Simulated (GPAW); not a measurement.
# Screening of a field by a 7-layer slab of Cd(0001)

Aim: the dipole that a field along the normal induces in a 7-layer slab of Cd(0001).

Program: GPAW 26.7.0. Level of theory: GPAW, PAW setups; slab in vacuum, relaxation, in the first sound run; inputs show where later runs differ. Results are calculated unless marked as measured.

This is a report of a sequence of runs, with most program output left out.

**1. The structure**

The cell holds 7 atoms: 7 Cd. Cell: a = 2.980 Å, b = 2.980 Å, c = 34.861 Å, α = 90.0°, β = 90.0°, γ = 60.0°. Vacuum lies along c.

**2. Relaxing the atoms**

The atoms are relaxed first, since the surface dipole, and with it the work function, follows the positions of the outer layers. The lowest 3 atoms are held at bulk positions and keep their forces.

Contents of run.py:

```python
import json
import numpy as np
from ase import Atoms
from ase.constraints import FixAtoms
from ase.optimize import BFGS
from gpaw import GPAW, PW

slab = Atoms(
    ['Cd', 'Cd', 'Cd', 'Cd', 'Cd', 'Cd', 'Cd'],
    positions=[
        [0.00000, 0.00000, 9.00000],
        [2.98000, 1.72050, 11.81014],
        [0.00000, 0.00000, 14.62028],
        [2.98000, 1.72050, 17.43042],
        [0.00000, 0.00000, 20.24056],
        [2.98000, 1.72050, 23.05070],
        [0.00000, 0.00000, 25.86084]],
    cell=[[2.98, 0.0, 0.0], [1.49, 2.58076, 0.0], [0.0, 0.0, 34.86084]],
    pbc=[True, True, False])

slab.calc = GPAW(mode=PW(400), xc='PBE', kpts={'size': (12, 12, 1), 'gamma': True},
                 occupations={'name': 'fermi-dirac', 'width': 0.1}, nbands='160%',
                 convergence={'density': 1e-05}, maxiter=200,
                 poissonsolver={'dipolelayer': 'xy'},
                 symmetry={'tolerance': 1e-3, 'extra_ids': [1, 1, 1, 0, 0, 0, 0]}, txt='slab.txt')
result = {}
slab.set_constraint(FixAtoms([0, 1, 2]))
path = []
opt = BFGS(slab, maxstep=0.2)
opt.attach(lambda: path.append((slab.get_potential_energy(), slab.positions.tolist(), slab.get_forces().tolist())))
result['relaxed'] = bool(opt.run(fmax=0.03, steps=40))
result['path'] = path
energy = slab.get_potential_energy()
fermi = slab.calc.get_fermi_level()
v = slab.calc.get_electrostatic_potential().mean((0, 1)) - fermi
n = slab.calc.get_pseudo_density().mean((0, 1))
L = slab.cell[2, 2]
z = np.arange(len(v)) * L / len(v)
low, high = slab.positions[:, 2].min(), slab.positions[:, 2].max()
below, above = np.interp([low - 6.8, high + 6.8], z, v)
slopes = [np.interp(x, z, np.gradient(v, z)) for x in (low - 6.8, high + 6.8)]
eps = np.array([[slab.calc.get_eigenvalues(k, s) for k in range(len(slab.calc.get_ibz_k_points()))]
                for s in range(slab.calc.get_number_of_spins())]) - fermi
top, bottom = eps[eps < 0].max(), eps[eps > 0].min()
dipole = slab.get_dipole_moment()[2]
print(f'energy {energy:.4f} eV, Fermi level {fermi:.4f} eV, dipole {dipole:.5f} e A')
print(f'potential 6.8 A off the faces, from the Fermi level: lower {below:.4f} eV, upper {above:.4f} eV')
print(f'slope of the potential there: lower {slopes[0]:.5f}, upper {slopes[1]:.5f} eV/A')
print(f'nearest levels on the mesh: {top:.4f} and {bottom:.4f} eV')
print('magnetic moment', round(slab.get_magnetic_moment(), 3))
result.update(energy=energy, fermi=fermi, dipole=dipole, below=below, above=above, slopes=slopes, edges=[top, bottom],
              z=z.tolist(), v=v.tolist(), n=n.tolist(), positions=slab.positions.tolist(),
              forces=slab.get_forces(apply_constraint=False).tolist(), moments=slab.get_magnetic_moments().tolist())
json.dump(result, open('result.json', 'w'))
```

On the command line:

```sh
$ OMP_NUM_THREADS=1 OPENBLAS_NUM_THREADS=1 python run.py
```

Elapsed: 32 min, on 1 thread of Intel Xeon 6975P-C (Granite Rapids), shared host; peak memory 0.31 GiB.

The steps of the relaxation (22 of 23):

| step | energy less that of the first step (eV) | largest force (eV/Å) |
| --- | --- | --- |
| 1 | 0.0000 | 0.1015 |
| 2 | -0.0002 | 0.0940 |
| 3 | -0.0021 | 0.0809 |
| 4 | -0.0071 | 0.1345 |
| 5 | -0.0078 | 0.1164 |
| 6 | -0.0081 | 0.1052 |
| 7 | -0.0089 | 0.0833 |
| 8 | -0.0107 | 0.0410 |
| 9 | -0.0134 | 0.0675 |
| 10 | -0.0159 | 0.0897 |
| 11 | -0.0168 | 0.0994 |
| 13 | -0.0173 | 0.0974 |
| 14 | -0.0185 | 0.0728 |
| 15 | -0.0200 | 0.0533 |
| 16 | -0.0220 | 0.0693 |
| 17 | -0.0235 | 0.0806 |
| 18 | -0.0239 | 0.0806 |
| 19 | -0.0242 | 0.0756 |
| 20 | -0.0244 | 0.0647 |
| 21 | -0.0247 | 0.0497 |
| 22 | -0.0252 | 0.0356 |
| 23 | -0.0263 | 0.0127 |

The atoms that moved most (Å):

| atom | dx | dy | dz | length |
| --- | --- | --- | --- | --- |
| Cd7 | 0.000 | 0.000 | 0.458 | 0.458 |
| Cd6 | 0.000 | 0.000 | 0.361 | 0.361 |
| Cd5 | 0.000 | 0.000 | 0.247 | 0.247 |
| Cd4 | 0.000 | 0.000 | 0.122 | 0.122 |

Final coordinates:

```xyz
7
Lattice="2.9800 0.0000 0.0000 1.4900 2.5808 0.0000 0.0000 0.0000 34.8608" Properties=species:S:1:pos:R:3
Cd    0.0000    0.0000    9.0000
Cd    2.9800    1.7205   11.8101
Cd    0.0000    0.0000   14.6203
Cd    2.9800    1.7205   17.5521
Cd    0.0000    0.0000   20.4876
Cd    2.9800    1.7205   23.4117
Cd    0.0000    0.0000   26.3191
```

This step gave:

| Quantity | Value |
| --- | --- |
| dipole along the normal | -3.56e-4 e·Å |
| levels nearest the Fermi level on the mesh | -0.4089, 0.001753 eV from the Fermi level |
| upper work function | 3.757 eV |
| lower work function | 3.771 eV |

The electrostatic potential energy of an electron (without an applied field's), less the Fermi level, planar mean oscillates, so the rows of the table below give means over windows of 2.91 Å about each position, cut where the curve ends. Its maxima inside the range that stand out by 2 % of the span (Å: eV): 10.4: 1.11, 13.2: 1.08, 16.0: 1.50, 19.0: 1.54, 21.9: 1.52, 24.9: 1.50. Its minima: 9.0: -22.3, 11.8: -22.6, 14.6: -22.6, 17.5: -22.6, 20.4: -22.4, 23.5: -22.3, 26.4: -22.2.

Table of electrostatic potential energy of an electron (without an applied field's), less the Fermi level, planar mean by z; means over each step:

| z (Å) | electrostatic potential energy of an electron (without an applied field's), less the Fermi level, planar mean (eV) |
| --- | --- |
| 1.46 | 3.77 |
| 4.37 | 3.77 |
| 7.28 | 0.426 |
| 10.19 | -8.16 |
| 13.10 | -8.32 |
| 16.01 | -7.25 |
| 18.91 | -7.20 |
| 21.83 | -7.28 |
| 24.73 | -7.36 |
| 27.65 | -2.94 |
| 30.55 | 3.75 |
| 33.47 | 3.76 |

The pseudo valence density, planar mean oscillates, so the rows of the table below give means over windows of 2.8 Å about each position, cut where the curve ends. Its maxima inside the range that stand out by 2 % of the span (Å: e/Å³): 9.0: 1.51, 11.8: 1.52, 14.6: 1.52, 17.6: 1.46, 20.4: 1.51, 23.5: 1.51, 26.3: 1.49. Its minima: 10.3: 0.107, 13.1: 0.109, 16.1: 0.0928, 18.9: 0.0931, 21.9: 0.0929, 25.0: 0.0959.

The pseudo valence density, planar mean by z; means over each step:

| z (Å) | pseudo valence density, planar mean (e/Å³) |
| --- | --- |
| 4.20 | 5.3e-5 |
| 7.00 | 0.0623 |
| 9.80 | 0.555 |
| 12.60 | 0.556 |
| 15.40 | 0.539 |
| 18.20 | 0.544 |
| 21.00 | 0.549 |
| 23.80 | 0.551 |
| 26.60 | 0.541 |
| 29.40 | 0.00361 |
| 32.20 | 4.4e-6 |

The relaxation lowered the energy of the cell by 0.0263 eV (energies extrapolated to zero smearing; the optimiser's log prints free energies). The largest force left on a free atom is 0.013 eV/Å.

**3. The slab's potential**

With the geometry fixed, the planar mean of the potential gives the vacuum level on each side.

This step: GPAW, PAW setups; slab in vacuum (GPAW 26.7.0).

run.py: that of step 2 with these lines changed.

```diff
@@ -3,4 +3,2 @@
 from ase import Atoms
-from ase.constraints import FixAtoms
-from ase.optimize import BFGS
 from gpaw import GPAW, PW
@@ -13,6 +11,6 @@
         [0.00000, 0.00000, 14.62028],
-        [2.98000, 1.72050, 17.43042],
-        [0.00000, 0.00000, 20.24056],
-        [2.98000, 1.72050, 23.05070],
-        [0.00000, 0.00000, 25.86084]],
+        [2.98000, 1.72050, 17.55207],
+        [-0.00000, 0.00000, 20.48765],
+        [2.98000, 1.72050, 23.41173],
+        [-0.00000, 0.00000, 26.31909]],
     cell=[[2.98, 0.0, 0.0], [1.49, 2.58076, 0.0], [0.0, 0.0, 34.86084]],
@@ -24,10 +22,4 @@
                  poissonsolver={'dipolelayer': 'xy'},
-                 symmetry={'tolerance': 1e-3, 'extra_ids': [1, 1, 1, 0, 0, 0, 0]}, txt='slab.txt')
+                 symmetry={'tolerance': 1e-3}, txt='slab.txt')
 result = {}
-slab.set_constraint(FixAtoms([0, 1, 2]))
-path = []
-opt = BFGS(slab, maxstep=0.2)
-opt.attach(lambda: path.append((slab.get_potential_energy(), slab.positions.tolist(), slab.get_forces().tolist())))
-result['relaxed'] = bool(opt.run(fmax=0.03, steps=40))
-result['path'] = path
 energy = slab.get_potential_energy()
```

It took 3.1 min on 1 thread; peak memory 0.3 GiB.

Numbers from this step:

```yaml
dipole_along_the_normal: -5.32e-4 e·Å
levels_nearest_the_fermi_level_on_the_mesh: -0.4088, 0.001728 eV from the Fermi level
```

The electrostatic potential energy of an electron (without an applied field's), less the Fermi level, planar mean oscillates, so the rows of the table below give means over windows of 2.91 Å about each position, cut where the curve ends. Its maxima inside the range that stand out by 2 % of the span (Å: eV): 10.4: 1.11, 13.2: 1.09, 16.0: 1.50, 19.0: 1.54, 21.9: 1.52, 24.9: 1.50. Its minima: 9.0: -22.3, 11.8: -22.6, 14.6: -22.6, 17.5: -22.6, 20.4: -22.4, 23.5: -22.3, 26.4: -22.2.

The electrostatic potential energy of an electron (without an applied field's), less the Fermi level, planar mean by z; means over each step:

| z (Å) | electrostatic potential energy of an electron (without an applied field's), less the Fermi level, planar mean (eV) |
| --- | --- |
| 1.46 | 3.77 |
| 4.37 | 3.77 |
| 7.28 | 0.427 |
| 10.19 | -8.16 |
| 13.10 | -8.32 |
| 16.01 | -7.25 |
| 18.91 | -7.20 |
| 21.83 | -7.28 |
| 24.73 | -7.36 |
| 27.65 | -2.94 |
| 30.55 | 3.75 |
| 33.47 | 3.76 |

The pseudo valence density, planar mean oscillates, so the rows of the table below give means over windows of 2.8 Å about each position, cut where the curve ends. Its maxima inside the range that stand out by 2 % of the span (Å: e/Å³): 9.0: 1.51, 11.8: 1.52, 14.6: 1.52, 17.6: 1.46, 20.4: 1.51, 23.5: 1.51, 26.3: 1.49. Its minima: 10.3: 0.107, 13.1: 0.109, 16.1: 0.0928, 18.9: 0.0931, 21.9: 0.0929, 25.0: 0.0959.

Table of pseudo valence density, planar mean by z; means over each step:

z (Å), pseudo valence density, planar mean (e/Å³) and a bar:
```
     4.20       0.00 
     7.00       0.06 ###
     9.80       0.56 ##############################
    12.60       0.56 ##############################
    15.40       0.54 #############################
    18.20       0.54 #############################
    21.00       0.55 ##############################
    23.80       0.55 ##############################
    26.60       0.54 #############################
    29.40       0.00 
    32.20       0.00
```

Force by atom:

| atom | x (eV/Å) | y (eV/Å) | z (eV/Å) | size |
| --- | --- | --- | --- | --- |
| Cd1 | 0.0000 | 0.0000 | -0.0904 | 0.0904 |
| Cd2 | 0.0000 | 0.0000 | -0.0087 | 0.0087 |
| Cd3 | 0.0000 | 0.0000 | 0.0906 | 0.0906 |
| Cd4 | 0.0000 | 0.0000 | 0.0007 | 0.0007 |
| Cd5 | 0.0000 | 0.0000 | 0.0006 | 0.0006 |
| Cd6 | 0.0000 | 0.0000 | 0.0141 | 0.0141 |
| Cd7 | 0.0000 | 0.0000 | -0.0060 | 0.0060 |

The potential is flat to 7.7e-5 eV/Å where it is read, so the vacuum is wide enough.

**4. Field on**

A uniform field along the normal polarises the slab; the atoms stay fixed, so this is the electronic response alone.

run.py: that of step 3 with these lines changed.

```diff
@@ -4,2 +4,3 @@
 from gpaw import GPAW, PW
+from gpaw.external import ConstantElectricField
 
@@ -22,2 +23,3 @@
                  poissonsolver={'dipolelayer': 'xy'},
+                 external=ConstantElectricField(-0.2, [0, 0, 1]),
                  symmetry={'tolerance': 1e-3}, txt='slab.txt')
```

Elapsed: 6.5 min, on 1 thread; peak memory 0.72 GiB.

This step gave:

* dipole along the normal: -0.1750 e·Å
* levels nearest the Fermi level on the mesh: -0.4107, 0.002075 eV from the Fermi level
* potential below the slab, the applied field's own ramp left out: 1.758 eV from the Fermi level
* potential above the slab, the applied field's own ramp left out: 5.876 eV from the Fermi level

The electrostatic potential energy of an electron (without an applied field's), less the Fermi level, planar mean oscillates, so the rows of the table below give means over windows of 2.91 Å about each position, cut where the curve ends. Its maxima inside the range that stand out by 2 % of the span (Å: eV): 10.4: -0.287, 13.2: 0.246, 16.1: 1.23, 19.0: 1.86, 21.9: 2.42, 24.9: 2.98, 33.2: 5.88. Its minima: 9.0: -24.0, 11.8: -23.7, 14.6: -23.1, 17.5: -22.6, 20.4: -21.8, 23.5: -21.1, 26.4: -20.4.

Electrostatic potential energy of an electron (without an applied field's), less the Fermi level, planar mean against z; means over each step:

| z (Å) | electrostatic potential energy of an electron (without an applied field's), less the Fermi level, planar mean (eV) |
| --- | --- |
| 1.46 | 1.89 |
| 4.37 | 1.76 |
| 7.28 | -1.51 |
| 10.19 | -9.60 |
| 13.10 | -9.18 |
| 16.01 | -7.54 |
| 18.91 | -6.91 |
| 21.83 | -6.40 |
| 24.73 | -5.90 |
| 27.65 | -0.961 |
| 30.55 | 5.87 |
| 33.47 | 5.80 |

Force by atom:

| atom | x (eV/Å) | y (eV/Å) | z (eV/Å) | size |
| --- | --- | --- | --- | --- |
| Cd1 | 0.0000 | 0.0000 | -0.0914 | 0.0914 |
| Cd2 | -0.0001 | 0.0000 | -0.0041 | 0.0041 |
| Cd3 | 0.0000 | 0.0000 | 0.0930 | 0.0930 |
| Cd4 | -0.0001 | 0.0000 | -0.0014 | 0.0014 |
| Cd5 | 0.0000 | 0.0000 | 0.0006 | 0.0006 |
| Cd6 | -0.0001 | 0.0000 | 0.0165 | 0.0165 |
| Cd7 | 0.0000 | 0.0000 | -0.0073 | 0.0073 |

The dipole is now -0.175 e Å, against -5.3e-4 in the run without a field.

**5. In a field**

run.py: that of step 4 with these lines changed.

```diff
@@ -23,3 +23,3 @@
                  poissonsolver={'dipolelayer': 'xy'},
-                 external=ConstantElectricField(-0.2, [0, 0, 1]),
+                 external=ConstantElectricField(-0.1, [0, 0, 1]),
                  symmetry={'tolerance': 1e-3}, txt='slab.txt')
```

Run time: 5.5 min. Hardware: 1 thread; peak memory 0.74 GiB.

This step gave:

* dipole along the normal: -0.08726 e·Å
* levels nearest the Fermi level on the mesh: -0.4097, 0.001947 eV from the Fermi level
* potential below the slab, the applied field's own ramp left out: 2.762 eV from the Fermi level
* potential above the slab, the applied field's own ramp left out: 4.816 eV from the Fermi level

The electrostatic potential energy of an electron (without an applied field's), less the Fermi level, planar mean oscillates, so the rows of the table below give means over windows of 2.91 Å about each position, cut where the curve ends. Its maxima inside the range that stand out by 2 % of the span (Å: eV): 10.4: 0.411, 13.2: 0.665, 16.1: 1.36, 19.0: 1.70, 21.9: 1.97, 24.9: 2.24, 33.2: 4.82. Its minima: 9.0: -23.1, 11.8: -23.1, 14.6: -22.9, 17.5: -22.6, 20.4: -22.1, 23.5: -21.7, 26.4: -21.3.

The electrostatic potential energy of an electron (without an applied field's), less the Fermi level, planar mean by z; means over each step:

z (Å), electrostatic potential energy of an electron (without an applied field's), less the Fermi level, planar mean (eV) and a bar from the least value:
```
     1.46        2.8 ##########################
     4.37        2.8 ##########################
     7.28       -0.5 ##################
    10.19       -8.9 
    13.10       -8.8 
    16.01       -7.4 ###
    18.91       -7.1 ####
    21.83       -6.8 ####
    24.73       -6.6 #####
    27.65       -2.0 ###############
    30.55        4.8 ##############################
    33.47        4.8 ##############################
```

Force by atom:

| atom | x (eV/Å) | y (eV/Å) | z (eV/Å) | size |
| --- | --- | --- | --- | --- |
| Cd1 | 0.0000 | 0.0000 | -0.0903 | 0.0903 |
| Cd2 | -0.0001 | 0.0000 | -0.0062 | 0.0062 |
| Cd3 | 0.0000 | 0.0000 | 0.0922 | 0.0922 |
| Cd4 | -0.0001 | 0.0000 | -0.0004 | 0.0004 |
| Cd5 | 0.0000 | 0.0000 | 0.0009 | 0.0009 |
| Cd6 | -0.0001 | 0.0000 | 0.0158 | 0.0158 |
| Cd7 | 0.0000 | 0.0000 | -0.0054 | 0.0054 |

The dipole is now -0.0873 e Å, against -5.3e-4 in the run without a field.

**6. In a field**

run.py: that of step 5 with these lines changed.

```diff
@@ -23,3 +23,3 @@
                  poissonsolver={'dipolelayer': 'xy'},
-                 external=ConstantElectricField(-0.1, [0, 0, 1]),
+                 external=ConstantElectricField(-0.05, [0, 0, 1]),
                  symmetry={'tolerance': 1e-3}, txt='slab.txt')
```

Elapsed: 10 min, on 1 thread; peak memory 0.72 GiB.

**7. In a field**

run.py: that of step 6 with these lines changed.

```diff
@@ -23,3 +23,3 @@
                  poissonsolver={'dipolelayer': 'xy'},
-                 external=ConstantElectricField(-0.05, [0, 0, 1]),
+                 external=ConstantElectricField(0.05, [0, 0, 1]),
                  symmetry={'tolerance': 1e-3}, txt='slab.txt')
```

The job ended after 8.3 min (1 thread; peak memory 0.72 GiB).

(Part 1 of 2 ends here.)

[Logs are printed without paths, hosts, clocks, repeated set-up lines and the standing remarks that a program may print on its own settings, such as how far it seeks lower states.]

[Hosts, paths, dates, database ids (printed as entryN), source tags and the programs' standing remarks are cut or masked in the printed files.]
